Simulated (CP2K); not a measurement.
Two runs for the C K edge of hydroxyketene. Run A: CP2K XAS_TDP, all-electron GAPW, PBEh(45%), aug-cc-pVTZ, TDA, no relativity. Run B differs in one setting.

First lines with a strength over 0.0015. A:

| atom | energy (eV) | states | strength, one atom |
| --- | --- | --- | --- |
| C2 (bonded to C and O) | 281.37 | 1 | 0.0743 |
|  | 284.93 | 1 | 0.0726 |
|  | 288.01 | 1 | 0.0025 |
|  | 292.64 | 1 | 0.0033 |
|  | 293.20 | 1 | 0.0029 |
| C3 (bonded to C, O and H) | 282.31 | 1 | 0.0060 |
|  | 284.05 | 1 | 0.0460 |
|  | 285.27 | 1 | 0.0040 |
|  | 285.73 | 1 | 0.0047 |
|  | 286.42 | 1 | 0.0130 |

B:

| atom | energy (eV) | states | strength, one atom |
| --- | --- | --- | --- |
| C2 (bonded to C and O) | 286.90 | 1 | 0.0728 |
|  | 290.47 | 1 | 0.0712 |
|  | 293.55 | 1 | 0.0024 |
|  | 298.18 | 1 | 0.0032 |
|  | 298.74 | 1 | 0.0029 |
| C3 (bonded to C, O and H) | 286.87 | 1 | 0.0059 |
|  | 288.62 | 1 | 0.0453 |
|  | 289.83 | 1 | 0.0040 |
|  | 290.29 | 1 | 0.0046 |
|  | 290.98 | 1 | 0.0128 |

**Question.** Which was it: the functional, scalar relativity switched on, the basis, GW2X switched on?

GW2X switched on. GW2X shifts an atom's lines together and keeps their spacings. Against PBEh(45%) in aug-cc-pVTZ, the leading lines move by +5.53 eV (C2, to 286.90) and +4.57 eV (C3, to 288.62).

[Hosts, paths, dates, database ids (printed as entryN), source tags and the programs' standing remarks are cut or masked in the printed files.]
